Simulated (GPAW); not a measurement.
The O K edge of atom 3 in SnO2 (Cassiterite, P4_2/mnm), with 3 Sn at 2.05 Å (distorted trigonal planar, site symmetry m2m), was computed in 2 ways: full core hole (charged cell) and no core hole. Program and functional: GPAW, PBE, Gaussian full width 0.9 eV up to 4 eV, rising linearly to 3.5 eV at 25 eV; cells of 6 and 12 atoms (the run without a hole in the smaller).

Each run is counted from its own lowest empty level or Fermi level and scaled to a mean of 1 over its first 20 eV.

```csv
E (eV),run 1,run 2
-2.0,0.00,0.00
-1.5,0.00,0.00
-1.0,0.00,0.00
-0.5,0.00,0.00
0.0,0.00,0.00
0.5,0.01,0.01
1.0,0.09,0.06
1.5,0.15,0.13
2.0,0.25,0.24
2.5,0.79,0.32
3.0,1.17,0.47
3.5,1.57,1.21
4.0,2.40,1.80
4.5,1.98,1.58
5.0,1.39,1.48
5.5,0.91,1.08
6.0,0.65,0.73
6.5,0.81,0.79
7.0,1.18,0.96
7.5,1.48,1.05
8.0,1.59,1.17
8.5,1.85,1.37
9.0,2.39,1.71
9.5,2.74,2.17
10.0,2.59,2.62
10.5,2.19,2.93
11.0,1.81,2.99
11.5,1.43,2.60
12.0,1.00,1.87
12.5,0.65,1.18
13.0,0.45,0.75
13.5,0.36,0.55
14.0,0.32,0.44
14.5,0.30,0.39
15.0,0.29,0.38
15.5,0.31,0.38
16.0,0.36,0.40
16.5,0.42,0.44
17.0,0.48,0.48
17.5,0.55,0.53
18.0,0.61,0.56
18.5,0.65,0.58
19.0,0.67,0.58
19.5,0.68,0.58
20.0,0.66,0.57
20.5,0.66,0.57
21.0,0.66,0.57
21.5,0.69,0.59
22.0,0.72,0.61
22.5,0.76,0.64
23.0,0.81,0.66
23.5,0.84,0.68
24.0,0.89,0.70
24.5,0.94,0.72
25.0,0.99,0.74
25.5,1.04,0.77
26.0,1.08,0.79
26.5,1.10,0.81
27.0,1.08,0.81
27.5,1.05,0.80
28.0,1.01,0.78
28.5,0.98,0.76
29.0,0.98,0.76
29.5,1.02,0.79
30.0,1.09,0.84
30.5,1.19,0.91
31.0,1.30,1.00
31.5,1.38,1.09
32.0,1.42,1.16
```

Q: Which run is which?

Run 1: full core hole (charged cell) (area from −2 to 6 eV 5.5, main maxima 4.1 eV (2.42) and 9.6 eV (2.75)). Run 2: no core hole (area from −2 to 6 eV 4.4, main maxima 4.0 eV (1.80) and 10.8 eV (3.01)). With each curve scaled to its own mean, the area from −2 to 6 eV with the hole is 5.5 against 4.4, and the centre of weight from −1 to 20 eV moves by -0.7 eV: the hole pulls the absorber's empty states down.

[Banner, clock and machine lines of the logs are left out without a mark of their own.]

[Logs are printed without paths, hosts, clocks, repeated set-up lines and the standing remarks that a program may print on its own settings, such as how far it seeks lower states.]

[Hosts, paths, dates, database ids (printed as entryN), source tags and the programs' standing remarks are cut or masked in the printed files.]

[Lists of maxima count a maximum above −3 eV only where it reaches 4 % of the highest in the window and stands out from its surroundings by 2 % of it (1.5 % where it reaches 55 %); shoulders and weaker maxima are passed over, and of the rest the first, up to two pre-edge ones and the few strongest are named.]
